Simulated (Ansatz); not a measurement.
# Formation energy and levels of the self-interstitial Mg_i (8-fold void) in MgO (Fm-3m)

Wanted: the transition levels of a self-interstitial in MgO (Fm-3m), from a cell of 54 host atoms with 1 Mg put in.

Method: place-levels on r2SCAN runs: charge-transition levels and formation energies with image-charge correction and potential alignment at the atomic sites; PAW set soft_1, in Ansatz 0.2.0.

The experiments to compare with:

For MgO, rocksalt (bulk crystal), “Electronic structure of alkaline earth and post-transition metal oxides” (2009, arxiv:0908.1581) quotes earlier work: band gap (literature experimental gap) 7.83 eV [Literature value based on experiment; other listed experimental values range from 7.7 to …].

### 1. The starting structure

The cell holds 55 atoms: 28 Mg and 27 O. Cell: a = 8.925 Å, b = 8.925 Å, c = 8.925 Å, α = 60.0°, β = 60.0°, γ = 60.0°. It derives from MgO (space group Fm-3m). Nearest the centre at fractional (0.250, 0.250, 0.917): Mg55 at 0.00 Å, Mg25 at 1.82 Å, O2 at 1.82 Å, Mg19 at 1.82 Å, O24 at 1.82 Å, O12 at 1.82 Å, Mg7 at 1.82 Å, Mg29 at 1.82 Å.

Structure file:

```xyz
55
Lattice="0.0000 6.3112 6.3112 6.3112 0.0000 6.3112 6.3112 6.3112 0.0000" Properties=species:S:1:pos:R:3 pbc="T T T"
Mg    0.0000    0.0000    0.0000
O     2.1037    2.1037    2.1037
Mg    2.1037    2.1037    0.0000
O     4.2075    4.2075    2.1037
Mg    4.2075    4.2075    0.0000
O     6.3112    6.3112    2.1037
Mg    2.1037    0.0000    2.1037
O     4.2075    2.1037    4.2075
Mg    4.2075    2.1037    2.1037
O     6.3112    4.2075    4.2075
Mg    6.3112    4.2075    2.1037
O     8.4150    6.3112    4.2075
Mg    4.2075    0.0000    4.2075
O     6.3112    2.1037    6.3112
Mg    6.3112    2.1037    4.2075
O     8.4150    4.2075    6.3112
Mg    8.4150    4.2075    4.2075
O    10.5187    6.3112    6.3112
Mg    0.0000    2.1037    2.1037
O     2.1037    4.2075    4.2075
Mg    2.1037    4.2075    2.1037
O     4.2075    6.3112    4.2075
Mg    4.2075    6.3112    2.1037
O     6.3112    8.4150    4.2075
Mg    2.1037    2.1037    4.2075
O     4.2075    4.2075    6.3112
Mg    4.2075    4.2075    4.2075
O     6.3112    6.3112    6.3112
Mg    6.3112    6.3112    4.2075
O     8.4150    8.4150    6.3112
Mg    4.2075    2.1037    6.3112
O     6.3112    4.2075    8.4150
Mg    6.3112    4.2075    6.3112
O     8.4150    6.3112    8.4150
Mg    8.4150    6.3112    6.3112
O    10.5187    8.4150    8.4150
Mg    0.0000    4.2075    4.2075
O     2.1037    6.3112    6.3112
Mg    2.1037    6.3112    4.2075
O     4.2075    8.4150    6.3112
Mg    4.2075    8.4150    4.2075
O     6.3112   10.5187    6.3112
Mg    2.1037    4.2075    6.3112
O     4.2075    6.3112    8.4150
Mg    4.2075    6.3112    6.3112
O     6.3112    8.4150    8.4150
Mg    6.3112    8.4150    6.3112
O     8.4150   10.5187    8.4150
Mg    4.2075    4.2075    8.4150
O     6.3112    6.3112   10.5187
Mg    6.3112    6.3112    8.4150
O     8.4150    8.4150   10.5187
Mg    8.4150    8.4150    8.4150
O    10.5187   10.5187   10.5187
Mg    7.3631    7.3631    3.1556
```

Screening for the image-charge correction: ε∞ = 3.24, ε0 = 10.37, from a response run on this crystal (DFPT, PBEsol) at that run's own cell.

The cell's shortest repeat is 8.9 Å.

### 2. The runs of each charge state

Levels follow from differences of total energies between charge states, each relaxed by itself.

Each atom starts 0.05 Å or so off its site in a random direction: a symmetric start keeps its symmetry, and would miss off-centre moves and Jahn–Teller distortions. Forces are taken at one point at (¼, ¼, ¼). The cell holds 1 electron more than the neutral one, with a uniform background that keeps it neutral on the whole. The electron count is odd, so at least one spin is unpaired; this run locks the moment at 1 μB.

The sampling was tested on the host first: at the k-points planned (1x1x1 shifted 0.25 0.25 0.25) its energy lies 0.020 eV an atom from the dense-mesh value, under the bound of 0.02 eV set for this test; that bounds the host's error, not the defect's.

One state's input; the others differ in charge, spin, start and seed, and in occupations where the table says so.

File qm1_M1.relax/input.yaml:

```yaml
crystal:
  lattice:
    - [0.0, 2.10374764, 2.10374764]
    - [2.10374764, 0.0, 2.10374764]
    - [2.10374764, 2.10374764, 0.0]
  atoms:
    - { symbol: Mg, position: [0.0, 0.0, 0.0] }
    - { symbol: O, position: [0.5, 0.5, 0.5] }
  supercell: [3, 3, 3]
  defects: [{ interstitial: { symbol: Mg, position: [0.25, 0.25, 0.916667] } }]
total_charge: -1
basis:
  ecutwfc: 500
  xc_grid: 2
hamiltonian:
  xc: r2scan
  pseudopotentials: { kind: paw, azcp: { folder: soft_1 } }
kpoints:
  mp_grid: { grid: [1, 1, 1], shift: [0.25, 0.25, 0.25] }
magnetization:
  spin_polarized: true
  initial_magnetization: 1
  spin_locking: { lock_magnetization: hard }
scf:
  occupations: { method: fixed }
  max_iter: 80
output:
  forces: true
  charged_corrections: { epsilon: 3.24, static_epsilon: 10.37 }
relax:
  f_tol: 0.02
  max_steps: 80
  random_displacement: { amplitude: 0.05, seed: 1103 }
checkpoint:
  write: "../qm1_M1.relax.run"
  compress: false
  write_wavefunctions: true
  write_every: 100000
```

On the command line:

```bash
> ansatz run input.yaml --threads 4 --pin off --max-ram 7536MiB --backend cpu --events-out ev --progress --plain --runs-dir out
```

The relaxed structure is kept and the sampling changed to a 2×2×2 shifted mesh.

The run of this state that the levels use, under r2SCAN:

File qm1_M1.point/input.yaml:

```yaml
crystal:
  checkpoint: "../qm1_M1.relax.run"
  host: checkpoint
total_charge: -1
basis:
  ecutwfc: 500
  xc_grid: 2
hamiltonian:
  xc: r2scan
  pseudopotentials: { kind: paw, azcp: { folder: soft_1 } }
kpoints:
  mp_grid: { grid: [2, 2, 2], shift: [0.5, 0.5, 0.5] }
magnetization:
  spin_polarized: true
  initial_magnetization: 1
  spin_locking: { lock_magnetization: hard }
scf:
  occupations: { method: fermi_dirac, width: 0.01 }
  max_iter: 80
output:
  forces: true
  eigenvalues: true
  charged_corrections:
    epsilon: 3.24
    static_epsilon: 10.37
    defect_position: [0.25, 0.25, 0.916667]
  eigenstates: { localisation: true }
  populations: true
  efg: {}
checkpoint:
  read: "../qm1_M1.relax.run"
  write: "../qm1_M1.point.run"
  compress: false
  write_wavefunctions: false
  write_every: 100000
```

Relaxations under r2SCAN at one point at (¼, ¼, ¼); times on 4 threads of Intel Xeon Platinum 8259CL at 2.50GHz (Skylake/Cascade Lake), shared host:

```
charge  moment (μB)  occupations    outcome  steps  largest displacement against the far atoms (Å)     time
    −1            1        fixed  converged     10                                            1.08  5.8 min
     0            0        fixed  converged      6                                            0.42     85 s
    +1            1        fixed  converged      6                                            0.42    3 min
    +2            0        fixed  converged      7                                            0.41     92 s
```

Single points under r2SCAN at a 2×2×2 shifted mesh; times on 4 threads of Intel Xeon Platinum 8259CL at 2.50GHz (Skylake/Cascade Lake), shared host:

```
charge  moment (μB)  occupations    outcome     time
    −1            1  fermi-dirac  converged  3.1 min
     0            0  fermi-dirac  converged     65 s
    +1            1  fermi-dirac  converged  2.6 min
    +2            0  fermi-dirac  converged     68 s
```

Distances (Å) from Mg55 to the nearest atoms after relaxation with r2SCAN:

```
charge  moment (μB)      1.      2.      3.       4.       5.       6.
    −1            1  O 1.87  O 1.87  O 1.88  Mg 2.21  Mg 2.36  Mg 2.36
     0            0  O 1.86  O 1.86  O 1.86   O 1.86  Mg 2.24  Mg 2.24
    +1            1  O 1.84  O 1.84  O 1.84   O 1.85  Mg 2.23  Mg 2.23
    +2            0  O 1.83  O 1.83  O 1.83   O 1.84  Mg 2.22  Mg 2.23
```

### 3. place-levels, r2SCAN

A charged cell interacts with its images and the background, and its potential has another zero than the host's. place-levels removes the first by a point-charge model, screened by the static dielectric constant since the ions have relaxed around the charge, and the second by comparing potentials at atoms far from the defect.

The host is a run of the defect-free crystal in the same cutoffs, grids and k-points, so that basis and sampling errors cancel in part in the differences. The host is run in a cell of 2 atoms on a matching mesh. Its band edges are searched through the zone by a band path, so the gap is smaller than, or equal to, that on the mesh. Chemical potentials are energies per atom of Mg (hcp), run with the same functional and cutoff.

File levels.point.yaml:

```yaml
host:
  run: host.point.run
states: [qm1_M1.point.run, q0.point.run, qp1_M1.point.run, qp2.point.run]
geometry_from:
  qm1_M1.point.run: qm1_M1.relax.run
  q0.point.run: q0.relax.run
  qp1_M1.point.run: qp1_M1.relax.run
  qp2.point.run: qp2.relax.run
chemical_potentials:
  Mg:
    energy: -1926.407918
    dataset: "<sha256 of the dataset>"
epsilon: 3.24
static_epsilon: 10.37
vertical:
  - { from: qm1_M1.point.run, to: qm1_M1.point_neutral.run }
  - { from: qp1_M1.point.run, to: qp1_M1.point_neutral.run }
  - { from: qp2.point.run, to: qp2.point_neutral.run }
```

On the command line:

```bash
> ansatz place-levels levels.point.yaml -- --threads 4 --pin off --max-ram 7536MiB
```

Numbers of over 12 decimals in the logs are rounded to 6 here.

Log:

```text
[... repeated set-up lines and file paths are left out, and long positions are rounded to six places ...]
(+2/+1) 5.685 eV above the valence edge, in the conduction band; not on the lower envelope
(+1/0) 5.679 eV above the valence edge (+6.173 eV without the band-filling correction), in the conduction band; not on the lower envelope
(0/-1) 5.678 eV above the valence edge (+6.340 eV without the band-filling correction), 0.000 eV under the conduction edge; not on the lower envelope
(+2/-1) 5.681 eV above the valence edge (+6.066 eV without the band-filling correction), in the conduction band: charges between them are lowest nowhere
formation energy of charge +2: +1.346 eV with the Fermi level at the valence edge
formation energy of charge +1: +7.031 eV with the Fermi level at the valence edge
formation energy of charge 0: +12.710 eV with the Fermi level at the valence edge
formation energy of charge -1: +18.388 eV with the Fermi level at the valence edge
vertical -1 to 0: no energy, since no alignment is typed
  the change from vertical[0].from (qm1_M1.point.run) to vertical[0].to (qm1_M1.point_neutral.run): by its potential at epsilon 3.24 it stands at 0.337 0.337 0.170, with an rms radius of about 5.4 Å (3.2 3.3 2.8 Å across the planes of the cell's vectors); [...]
vertical +1 to 0: no energy, since no alignment is typed
  the change from vertical[1].from (qp1_M1.point.run) to vertical[1].to (qp1_M1.point_neutral.run): by its potential at epsilon 3.24 it stands at 0.272 0.272 0.939, with an rms radius of about 3.8 Å (2.2 2.2 2.2 Å across the planes of the cell's vectors); [...]
vertical +2 to 0: no energy, since no alignment is typed
  the change from vertical[2].from (qp2.point.run) to vertical[2].to (qp2.point_neutral.run): by its potential at epsilon 3.24 it stands at 0.268 0.268 0.935, with an rms radius of about 3.6 Å (2.1 2.1 2.1 Å across the planes of the cell's vectors); [...]
  edges by r2scan, gap 5.678 eV; the host is sampled to repeats of 17.85 Å
  the defect's cells are sampled to repeats of 17.85 Å, like sampling
  charge +2: -69395.1402 eV with its correction of +1.749 eV, at epsilon 10.37, aligned at sites: +0.3699 eV, mean over 22 atomic sites at or beyond 4.46 Å from the defect at [0.2500, 0.2500, 0.9167], with +0.000000 for the charge's moments and without [...]
  charge +1: -69381.7706 eV with its correction of +0.649 eV, at epsilon 10.37, aligned at sites: +0.3972 eV, mean over 22 atomic sites at or beyond 4.46 Å from the defect at [0.2500, 0.2500, 0.9167], with +0.000000 for the charge's moments and without [...]
  charge 0: +0.000 eV for its dipole among its images, +0.000 omitted
  charge -1: -69353.8891 eV with its correction of -0.129 eV, at epsilon 10.37, aligned at sites: +0.3814 eV, mean over 22 atomic sites at or beyond 4.46 Å from the defect at [0.2500, 0.2500, 0.9167], with +0.000000 for the charge's moments and without [...]
  of states[3] (qp2.point.run): it parts from the run at its places by a charge that spreads by about 2.1 Å along one vector (1.3 Å or more is wide), by its potential at epsilon 3.24, taken for that of held ions (one typed too small widens it), where the cell [...]
  of states[2] (qp1_M1.point.run): it parts from the run at its places by a charge that spreads by about 2.2 Å along one vector (1.3 Å or more is wide), by its potential at epsilon 3.24, taken for that of held ions (one typed too small widens it), where the [...]
  of states[1] (q0.point.run): a band-filling correction moves a carrier to the host's band edge, which changes its energy by -0.494 eV; [...]
  of states[0] (qm1_M1.point.run): how wide its charge is, is not read beside other atoms or cores, and a band state would take no correction. [...]
  of vertical[0].from (qm1_M1.point.run): its displacements don't fall off away from the defect: farther atoms stand 0.036 Å off the host's places. [...]
  of vertical[0].to (qm1_M1.point_neutral.run): its displacements don't fall off away from the defect: farther atoms stand 0.036 Å off the host's places. [...]
  of vertical[1].from (qp1_M1.point.run): its displacements don't fall off away from the defect: farther atoms stand 0.016 Å off the host's places. [...]
  of vertical[1].to (qp1_M1.point_neutral.run): its displacements don't fall off away from the defect: farther atoms stand 0.016 Å off the host's places. [...]
  of vertical[2].from (qp2.point.run): its displacements don't fall off away from the defect: farther atoms stand 0.016 Å off the host's places. [...]
  of vertical[2].to (qp2.point_neutral.run): its displacements don't fall off away from the defect: farther atoms stand 0.016 Å off the host's places. [...]
```

Run time: 0.94 s. Hardware: 4 threads of Intel Xeon Platinum 8259CL at 2.50GHz (Skylake/Cascade Lake), shared host.

(Part 1 of 2 ends here.)

[Logs are printed without paths, hosts, clocks, repeated set-up lines and the standing remarks that a program may print on its own settings, such as how far it seeks lower states.]

[Hosts, paths, dates, database ids (printed as entryN), source tags and the programs' standing remarks are cut or masked in the printed files.]

[Where a table of states has a column of steps, it counts the stored structures, which are thinned; the runs took as many ionic steps or more.]

[A defect's name tells the site on which it was built; relaxed atoms can leave that site.]

[For some hosts the program warned that the k-mesh of the response run may be too coarse for force constants and the static dielectric constant; such warnings are not shown here.]
